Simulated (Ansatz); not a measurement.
**How fast states decay through Na4BeP2**

Wanted: the relaxed cell of Na4BeP2, its band edges and its decay constants. It is built by putting Na for K in the K4BeP2 structure of space group R-3m, with the volume rescaled by atomic radii. The parent structure comes from the Materials Project.

Program: Ansatz 0.2.0. Level of theory: LDA DFT, plane waves, PAW files, in the first sound run; inputs show where later runs differ. Results are calculated unless marked as measured.

The structure was built from a prototype and need not be the compound's stable phase.

### Step 1. The structure

Symmetry: R-3m, No. 166, trigonal system. Conventional cell: a = 5.087 Å, b = 5.087 Å, c = 22.952 Å, α = 90.00°, β = 90.00°, γ = 120.00°. Nearest to Na lie 3 P at 3.05 Å and 3 Be at 3.10 Å. Na has 4 P at 2.98 to 3.12 Å nearest. Nearest to Be lie 2 P at 1.81 Å and 6 Na at 3.10 Å. P has 1 Be at 1.81 Å and 7 Na at 2.98 to 3.12 Å nearest. It derives from K4BeP2. Na for K in the K4BeP2 structure of space group R-3m. Farther neighbours are not listed.

### Step 2. Cell and atoms at rest

The substituted atoms don't fit the parent's cell, so cell and atoms relax together. A small smearing keeps the run stable in case the gap closes on the way.

File input.yaml:

```yaml
crystal:
  lattice:
    - [2.5437155388, 1.4686148511, 7.6506233336]
    - [-2.5437155388, 1.4686148511, 7.6506233336]
    - [0.0, -2.9372297021, 7.6506233336]
  atoms:
    - { symbol: Na, position: [0.62310468, 0.62310468, 0.62310468] }
    - { symbol: Na, position: [0.37689532, 0.37689532, 0.37689532] }
    - { symbol: Na, position: [0.79136389, 0.79136389, 0.79136389] }
    - { symbol: Na, position: [0.20863611, 0.20863611, 0.20863611] }
    - { symbol: Be, position: [0.0, 0.0, 0.0] }
    - { symbol: P, position: [0.92103626, 0.92103626, 0.92103626] }
    - { symbol: P, position: [0.07896374, 0.07896374, 0.07896374] }
kpoints:
  mp_grid: { grid: [6, 6, 6] }
scf:
  occupations: { method: gaussian, width: 0.03 }
hamiltonian:
  xc: lda
output:
  forces: true
  stress: true
relax:
  f_tol: 0.02
  max_steps: 60
  cell: {}
```

On the command line:

```
> ansatz run input.yaml --threads 2 --pin off --max-ram 4096MiB --backend cpu --events-out ev --progress --plain --runs-dir out
```

Numbers of over 12 decimals in the logs are rounded to 6 here.

The program printed:

```text
basis.fft_grid_basis auto: the FFT boxes are laid along the combinations [[1, 0, -1], [0, 1, -1], [0, 0, 1]] of the cell's own vectors, 5.087, 5.087 and 8.195 Å long. The dense box has 36×36×60 points. Along the cell's own vectors, as sized, it would have 60×60×60, 2.78 times as many. Of the 12 symmetry operations that the crystal satisfies within crystal.symmetry.tolerance (time reversal apart; of a slab, those that [...]
Engine: ansatz 0.2.0, aarch64-unknown-linux-gnu
Pseudopotentials: kind: paw
Pseudopotential: Na, paw, valence charge 9, recommended cutoff 420 eV (normal), Na.paw.azcp
Pseudopotential: Be, paw, valence charge 2, recommended cutoff 420 eV (normal), Be.paw.azcp
Pseudopotential: P, paw, valence charge 5, recommended cutoff 420 eV (normal), P.paw.azcp
Functional definition: SPW92
  exchange = slater_x
  correlation = pw_c
Crystal: 7 atoms, lattice volume = 171.484 Å³
Basis set: ecut = 420 eV, 3385 PW (Γ), FFT grids on a1−a3, a2−a3, a3
Bands: 31, of which v1, the nominal top of the filled ones, is band 24 counted from 1 (23 counted from 0)
Symmetry: 12 space group operations
Space group: R-3m (ITA 166), of the structure as read, at distance tolerance 5.6e-5 Å
k-points: 32 of 216
Non-local potential: Na, projectors of the file, l = 0: 3, l = 1: 2, l = 2: 1
Non-local potential: Be, projectors of the file, l = 0: 2, l = 1: 2, l = 2: 1
Non-local potential: P, projectors of the file, l = 0: 2, l = 1: 2, l = 2: 2
PAW form: soft (Blöchl's): semilocal exchange-correlation on the pseudo side does not see the compensation charge
PAW frozen core: Na, regenerated for the run's functional, and the local potential with it (the file was generated under x = pbe(κ = 0.804, μ = 0.219515), c = pbe(β = 0.066725))
PAW frozen core: Be, regenerated for the run's functional, and the local potential with it (the file was generated under x = pbe(κ = 0.804, μ = 0.219515), c = pbe(β = 0.066725))
PAW frozen core: P, regenerated for the run's functional, and the local potential with it (the file was generated under x = pbe(κ = 0.804, μ = 0.219515), c = pbe(β = 0.066725))
PAW one-centre angular grid: Na, 110 points (default); XC on 64 Gauss nodes
PAW one-centre angular grid: Be, 110 points (default); XC on 64 Gauss nodes
PAW one-centre angular grid: P, 110 points (default); XC on 64 Gauss nodes
Initial density: superposition of atomic densities (neutral atoms: chi_scale 0, normalization atom), corrected by the library's trained network
Initial wavefunctions: pseudopotential atomic-orbital guess
Functional: x = slater, c = lda
SCF iter   1: F=—  HF=-7408.499124 eV  |F-HF|=—  |Δ(HF+E_count)|=         —  Δρ=5.89e-3  dr2=5.84e-2  ethr=1.77e-3  ⟨swp⟩=8.3  Hψ=5158  notcnv=0  defer=6
preconditioner: auto → Resta (q_TF=auto, 2.207 Å⁻¹)  ε∞=3.6  [insulator: Δε(μ)=0.488 eV  Ē_g=7.098 eV  σ=0.030 eV  W_gap=1.00  n_scr=28 (ndim 8)  ℏωp=11.3 eV  f_vac=0.063  D(μ)=0.00/eV (n_scr^D=0)  ε∞_Penn≈3.6]
SCF iter   2: F=—  HF=-7408.475851 eV  |F-HF|=—  |Δ(HF+E_count)|=   2.33e-2  Δρ=2.15e-3  dr2=1.11e-2  ethr=1.22e-4  ⟨swp⟩=2.7  Hψ=2113  notcnv=0  defer=54
SCF iter   3: F=—  HF=-7408.473122 eV  |F-HF|=—  |Δ(HF+E_count)|=   2.73e-3  Δρ=7.30e-4  dr2=1.68e-3  ethr=2.31e-5  ⟨swp⟩=2.1  Hψ=1221  notcnv=0  defer=54
SCF iter   4: F=—  HF=-7408.472799 eV  |F-HF|=—  |Δ(HF+E_count)|=   3.23e-4  Δρ=2.54e-4  dr2=1.86e-4  ethr=3.49e-6  ⟨swp⟩=2.0  Hψ=1112  notcnv=0  defer=54
SCF iter   5: F=—  HF=-7408.472785 eV  |F-HF|=—  |Δ(HF+E_count)|=   1.44e-5  Δρ=5.53e-5  dr2=6.77e-6  ethr=3.87e-7  ⟨swp⟩=2.0  Hψ=1125  notcnv=0  defer=54
SCF iter   6: F=—  HF=-7408.472789 eV  |F-HF|=—  |Δ(HF+E_count)|=   4.23e-6  Δρ=9.83e-6  dr2=3.52e-7  ethr=1.41e-8  ⟨swp⟩=2.0  Hψ=1197  notcnv=0  defer=54
SCF iter   7: F=-7408.472789 eV  HF=-7408.472789 eV  |F-HF|=3.84e-9  |Δ(HF+E_count)|=   1.87e-7  Δρ=3.94e-6  dr2=5.49e-8  ethr=2.08e-10  ⟨swp⟩=5.0  Hψ=3060  notcnv=0
SCF 1 converged in 7 iterations: F = -7408.472789 eV  dr2 = 5.49e-8
  greatest PAW one-centre occupation: 0.999 electrons in one spin orbital (limit 2), on the Na atom at site 1 (counted from 0), in its partial waves of l = 0
relax step   1: F+E_penalty+E_count = -7408.47278902 eV  Δ(F+E_penalty+E_count) = +0.000e0 eV  max|allowed force component| = 3.144e0 eV/Å  Δτ_max = 0.0000 Å  P = -0.017 GPa  Ω = 171.484 Å³  (7 SCF iters, dr2 threshold 1.00e-7 eV, accepted)
Crystal: 7 atoms, lattice volume = 157.397 Å³
Basis set: ecut = 420 eV, 3085 PW (Γ), FFT grids on a1−a3, a2−a3, a3
Initial density: handed on by an earlier stage of this run
Initial wavefunctions: those handed on with the density
iter 1 solved again at ethr=1.55e-4 eV; its pass at ethr=3.10e-3 eV (dr2=7.44e-2 eV) is discarded
SCF iter   1: F=—  HF=-7409.070582 eV  |F-HF|=—  |Δ(HF+E_count)|=         —  Δρ=4.34e-3  dr2=7.62e-2  ethr=1.55e-4  ⟨swp⟩=2.2  Hψ=5794  notcnv=0
preconditioner: auto → Resta (q_TF=auto, 2.238 Å⁻¹)  ε∞=3.5  [insulator: Δε(μ)=0.925 eV  Ē_g=7.420 eV  σ=0.030 eV  W_gap=1.00  n_scr=28 (ndim 8)  ℏωp=11.8 eV  f_vac=0.031  D(μ)=0.00/eV (n_scr^D=0)  ε∞_Penn≈3.5]
SCF iter   2: F=—  HF=-7409.053443 eV  |F-HF|=—  |Δ(HF+E_count)|=   1.71e-2  Δρ=1.81e-3  dr2=5.89e-3  ethr=1.55e-4  ⟨swp⟩=2.8  Hψ=1447  notcnv=0
SCF iter   3: F=—  HF=-7409.052054 eV  |F-HF|=—  |Δ(HF+E_count)|=   1.39e-3  Δρ=6.72e-4  dr2=9.14e-4  ethr=1.23e-5  ⟨swp⟩=2.1  Hψ=1244  notcnv=0  defer=1
SCF iter   4: F=—  HF=-7409.051961 eV  |F-HF|=—  |Δ(HF+E_count)|=   9.29e-5  Δρ=1.16e-4  dr2=5.10e-5  ethr=1.91e-6  ⟨swp⟩=2.1  Hψ=1282  notcnv=0  defer=1
SCF iter   5: F=—  HF=-7409.051981 eV  |F-HF|=—  |Δ(HF+E_count)|=   1.95e-5  Δρ=4.74e-5  dr2=3.51e-6  ethr=1.06e-7  ⟨swp⟩=2.1  Hψ=1651  notcnv=0  defer=1
SCF iter   6: F=-7409.051981 eV  HF=-7409.051981 eV  |F-HF|=6.51e-8  |Δ(HF+E_count)|=   1.16e-7  Δρ=1.24e-5  dr2=3.10e-7  ethr=1.46e-9  ⟨swp⟩=5.0  Hψ=3614  notcnv=0
SCF 2 converged in 6 iterations: F = -7409.051981 eV  dr2 = 3.10e-7
relax step   2: F+E_penalty+E_count = -7409.05198092 eV  Δ(F+E_penalty+E_count) = -5.792e-1 eV  max|allowed force component| = 1.374e0 eV/Å  Δτ_max = 0.0805 Å  P = +0.354 GPa  Ω = 157.397 Å³  energy of the carried Pulay correction = +1.033e-3 eV  (6 SCF iters, dr2 threshold 7.00e-7 eV, accepted)
Crystal: 7 atoms, lattice volume = 149.911 Å³
Basis set: ecut = 420 eV, 2923 PW (Γ), FFT grids on a1−a3, a2−a3, a3
iter 1 solved again at ethr=2.50e-4 eV; its pass at ethr=3.10e-3 eV (dr2=1.20e-1 eV) is discarded
SCF iter   1: F=—  HF=-7409.217048 eV  |F-HF|=—  |Δ(HF+E_count)|=         —  Δρ=5.06e-3  dr2=1.21e-1  ethr=2.50e-4  ⟨swp⟩=2.0  Hψ=5648  notcnv=0
preconditioner: auto → Resta (q_TF=auto, 2.257 Å⁻¹)  ε∞=3.6  [insulator: Δε(μ)=1.133 eV  Ē_g=7.547 eV  σ=0.030 eV  W_gap=1.00  n_scr=28 (ndim 8)  ℏωp=12.1 eV  f_vac=0.025  D(μ)=0.00/eV (n_scr^D=0)  ε∞_Penn≈3.6]
SCF iter   2: F=—  HF=-7409.190149 eV  |F-HF|=—  |Δ(HF+E_count)|=   2.69e-2  Δρ=1.99e-3  dr2=7.19e-3  ethr=2.50e-4  ⟨swp⟩=2.9  Hψ=1437  notcnv=0
SCF iter   3: F=—  HF=-7409.187883 eV  |F-HF|=—  |Δ(HF+E_count)|=   2.27e-3  Δρ=7.89e-4  dr2=1.26e-3  ethr=1.50e-5  ⟨swp⟩=2.1  Hψ=1368  notcnv=0
SCF iter   4: F=—  HF=-7409.187491 eV  |F-HF|=—  |Δ(HF+E_count)|=   3.91e-4  Δρ=1.23e-4  dr2=3.85e-5  ethr=2.62e-6  ⟨swp⟩=2.1  Hψ=1638  notcnv=0
SCF iter   5: F=—  HF=-7409.187495 eV  |F-HF|=—  |Δ(HF+E_count)|=   3.34e-6  Δρ=4.74e-5  dr2=2.97e-6  ethr=8.02e-8  ⟨swp⟩=2.0  Hψ=1649  notcnv=0
SCF iter   6: F=-7409.187495 eV  HF=-7409.187495 eV  |F-HF|=8.28e-8  |Δ(HF+E_count)|=   3.91e-8  Δρ=1.16e-5  dr2=2.45e-7  ethr=1.46e-9  ⟨swp⟩=5.0  Hψ=3563  notcnv=0
SCF 3 converged in 6 iterations: F = -7409.187495 eV  dr2 = 2.45e-7
relax step   3: F+E_penalty+E_count = -7409.18749474 eV  Δ(F+E_penalty+E_count) = -1.355e-1 eV  max|allowed force component| = 2.951e-1 eV/Å  Δτ_max = 0.1206 Å  P = +0.920 GPa  Ω = 149.911 Å³  energy of the carried Pulay correction = +1.619e-3 eV  (6 SCF iters, dr2 threshold 7.00e-7 eV, accepted)
[...]
relax step   4: F+E_penalty+E_count = -7409.20087479 eV  Δ(F+E_penalty+E_count) = -1.338e-2 eV  max|allowed force component| = 6.138e-2 eV/Å  Δτ_max = 0.0296 Å  P = +0.104 GPa  Ω = 153.120 Å³  energy of the carried Pulay correction = +1.364e-3 eV  (5 SCF iters, dr2 threshold 7.00e-7 eV, accepted)
[...]
relax step   5: F+E_penalty+E_count = -7409.20127679 eV  Δ(F+E_penalty+E_count) = -4.020e-4 eV  max|allowed force component| = 6.264e-3 eV/Å  Δτ_max = 0.0137 Å  P = +0.002 GPa  Ω = 153.486 Å³  energy of the carried Pulay correction = +1.335e-3 eV  (5 SCF iters, dr2 threshold 2.35e-7 eV, accepted)
Initial wavefunctions: pseudopotential atomic-orbital guess (no wavefunctions were taken with the density)
iter 1 solved again at ethr=7.75e-6 eV; its pass at ethr=3.10e-3 eV (dr2=3.72e-3 eV) is discarded
SCF iter   1: F=—  HF=-7409.200313 eV  |F-HF|=—  |Δ(HF+E_count)|=         —  Δρ=6.38e-5  dr2=7.00e-7  ethr=7.75e-6  ⟨swp⟩=3.5  Hψ=7292  notcnv=0
eigensolver tolerance schedule: the retry pair's looser diagonalisation over-reported the residual by 5310.03 of it (diagonalisation noise at an unbounded share of the residual, at the tolerance the schedule requests for it); recorded, not acted on — ethr = c·dr2/N_el stays at c = 1.0e-1
preconditioner: auto → Resta (q_TF=auto, 2.248 Å⁻¹)  ε∞=3.6  [insulator: Δε(μ)=0.996 eV  Ē_g=7.442 eV  σ=0.030 eV  W_gap=1.00  n_scr=28 (ndim 8)  ℏωp=12.0 eV  f_vac=0.032  D(μ)=0.00/eV (n_scr^D=0)  ε∞_Penn≈3.6]
SCF iter   2: F=—  HF=-7409.200316 eV  |F-HF|=—  |Δ(HF+E_count)|=   2.89e-6  Δρ=3.25e-5  dr2=1.86e-7  ethr=1.46e-9  ⟨swp⟩=3.1  Hψ=1860  notcnv=0
SCF iter   3: F=—  HF=-7409.200316 eV  |F-HF|=—  |Δ(HF+E_count)|=   4.10e-7  Δρ=2.63e-6  dr2=5.22e-9  ethr=3.88e-10  ⟨swp⟩=2.5  Hψ=1606  notcnv=0
SCF iter   4: F=—  HF=-7409.200316 eV  |F-HF|=—  |Δ(HF+E_count)|=  7.49e-10  Δρ=5.06e-7  dr2=8.04e-10  ethr=1.09e-11  ⟨swp⟩=2.0  Hψ=1658  notcnv=0
SCF iter   5: F=—  HF=-7409.200316 eV  |F-HF|=—  |Δ(HF+E_count)|=  8.28e-11  Δρ=2.41e-7  dr2=1.39e-10  ethr=1.68e-12  ⟨swp⟩=2.0  Hψ=1183  notcnv=0
SCF iter   6: F=-7409.200316 eV  HF=-7409.200316 eV  |F-HF|=1.27e-11  |Δ(HF+E_count)|=  2.55e-11  Δρ=9.30e-8  dr2=1.91e-11  ethr=1.00e-12  ⟨swp⟩=5.0  Hψ=3007  notcnv=0
SCF 6 converged in 6 iterations: F = -7409.200316 eV  dr2 = 1.91e-11
relax step   6: F+E_penalty+E_count = -7409.20031622 eV  Δ(F+E_penalty+E_count) = +9.606e-4 eV  max|allowed force component| = 6.296e-3 eV/Å  Δτ_max = 0.0000 Å  P = -0.001 GPa  Ω = 153.486 Å³  stress off target by 5.74e-3 GPa  SCF on the basis re-selected at this cell (its energy is not comparable with the rows above)  (6 SCF iters)
basis re-selected at this cell: Δ(F+E_penalty+E_count) = +9.606e-4 eV, ΔP = -0.003 GPa vs the last step (what re-selecting the basis moved, of the pressure what is left beyond the Pulay correction that the steps carried, after the strain that the cell walked since its last selection, with what the two solves' SCF thresholds leave and, on support functions, any second-order correction that the steps lacked; it is no m [...]
SCF converged after 6 iterations
Free energy (F): -7409.200316 eV
Harris-Foulkes:  -7409.200316 eV  (|F-HF|=1.27e-11)
Internal energy: -7409.200316 eV  (E = F + TS)
E sigma→0 (E₀):  -7409.200316 eV
Fermi energy:    3.502267 eV
--- Per-component energies (eV) ---
  E_band       = -879.525173
  E_kinetic    = 643.344741
  E_local      = -5622.264508  (includes V_loc(G=0)·N_el)
  E_nonlocal   = 543.717355
  E_hartree    = 2037.679314
  E_xc         = -294.042209
  E_vxc        = -340.443796  (∫ρ·V_xc dr)
  E_paw        = -2113.915324  (= ΣΔE_a)
  E_vpaw       = -179.237668  (= ΣTr[D̂ρ^β])
  E_aug_tail   = -0.000052  (compensation charges beyond the density's cutoff)
  E_ewald      = -2604.548184
  E_core_change = 0.828550  (= ΣΔE_core)
  E_smearing   = -0.000000  (= −TS)
  E_closure    = 0.000000  (closes the sum)
  Σ components = -7409.200316   (vs F -7409.200316, Δ=0.00e0)
--- Forces (eV/Å), atoms counted from 1 ---
  atom   1  Na     0.00000000     0.00000000     0.00194255
  atom   2  Na     0.00000000    -0.00000000    -0.00194255
  atom   3  Na     0.00000000    -0.00000000    -0.00212393
  atom   4  Na     0.00000000     0.00000000     0.00212393
  atom   5  Be     0.00000000    -0.00000000     0.00000000
  atom   6  P      0.00000000    -0.00000000    -0.00629599
  atom   7  P      0.00000000     0.00000000     0.00629599
  max |Σ_I F_I| component: 1.85e-17 eV/Å
--- Stress (GPa, compression-positive) ---
       -0.003925       0.000000      -0.000000
        0.000000      -0.003925       0.000000
       -0.000000       0.000000       0.005743
  P = ⅓ Tr σ = -0.0007 GPa (-0.007 kbar)
--- Relaxed structure (5 steps of the walk, 5 accepted, 1 SCFs on fresh bases) ---
  F+E_penalty+E_count = -7409.20031622 eV   max|allowed force component| = 6.296e-3 eV/Å   (the final SCF, on the basis selected at the relaxed cell)
  cell:  # Å, volume = 153.4862 Å³
    - [2.408028, 1.390276, 7.641097]
    - [-2.408028, 1.390276, 7.641097]
    - [0, -2.780551, 7.641097]
  atoms:
    - { symbol: Na, position: [0.612457, 0.612457, 0.612457] }
    - { symbol: Na, position: [0.387543, 0.387543, 0.387543] }
    - { symbol: Na, position: [0.791159, 0.791159, 0.791159] }
    - { symbol: Na, position: [0.208841, 0.208841, 0.208841] }
    - { symbol: Be, position: [1.214693375064982e-19, 1.2146933750649742e-19, 1.2146933750672246e-19] }
    - { symbol: P, position: [0.914437, 0.914437, 0.914437] }
    - { symbol: P, position: [0.085563, 0.085563, 0.085563] }
```

Run time: 16 s. Hardware: 2 threads of Arm Neoverse V2, shared host; peak memory 0.46 GiB; 31 s of CPU time.

Relaxation path:

```csv
step,energy less that of the first step (eV),largest force component (eV/Å),pressure (GPa),volume (Å³)
1,0.0000,3.1443,-0.02,171.48
2,-0.5792,1.3738,0.35,157.40
3,-0.7147,0.2951,0.92,149.91
4,-0.7281,0.0614,0.10,153.12
5,-0.7285,0.0063,0.00,153.49
6*,-0.7275,0.0063,0.00,153.49
```

Relaxation steps marked * repeat the geometry before them on a plane-wave basis chosen anew for their cell, so energy and pressure can jump there.

Forces are held to the 12 operations that the run works with; a distortion that breaks them can't arise in this run.

```csv
"conventional cell, symmetrised",before,after,change
a (Å),5.087,4.816,-5.3 %
b (Å),5.087,4.816,-5.3 %
c (Å),22.952,22.923,-0.1 %
volume (Å³/atom),24.50,21.93,-10.5 %
```

The atoms that moved most (Å, as changes of fractional coordinates times the final cell):

```csv
atom,dx,dy,dz,length
Na2,0.000,0.000,0.244,0.244
Na1,0.000,0.000,-0.244,0.244
P6,0.000,0.000,-0.151,0.151
P7,0.000,0.000,0.151,0.151
```

Final coordinates:

```cif
data_structure
_symmetry_space_group_name_H-M 'P 1'
_symmetry_Int_Tables_number 1
_cell_length_a 8.1313
_cell_length_b 8.1313
_cell_length_c 8.1313
_cell_angle_alpha 34.452
_cell_angle_beta 34.452
_cell_angle_gamma 34.452
_cell_volume 153.49
loop_
_atom_site_label
_atom_site_type_symbol
_atom_site_fract_x
_atom_site_fract_y
_atom_site_fract_z
_atom_site_occupancy
Na1 Na 0.61246 0.61246 0.61246 1
Na2 Na 0.38754 0.38754 0.38754 1
Na3 Na 0.79116 0.79116 0.79116 1
Na4 Na 0.20884 0.20884 0.20884 1
Be5 Be 0.00000 0.00000 0.00000 1
P6 P 0.91444 0.91444 0.91444 1
P7 P 0.08556 0.08556 0.08556 1
```

Numbers from this step:

```yaml
free_energy: -7409.2003 eV
fermi_energy: 3.502 eV
pressure: -7.03e-4 GPa
```

The largest force component on a free atom ends at 0.0063 eV/Å.

(Continued in part 2 of 4.)

[Logs are printed without paths, hosts, clocks, repeated set-up lines and the standing remarks that a program may print on its own settings, such as how far it seeks lower states.]

[Hosts, paths, dates, database ids (printed as entryN), source tags and the programs' standing remarks are cut or masked in the printed files.]
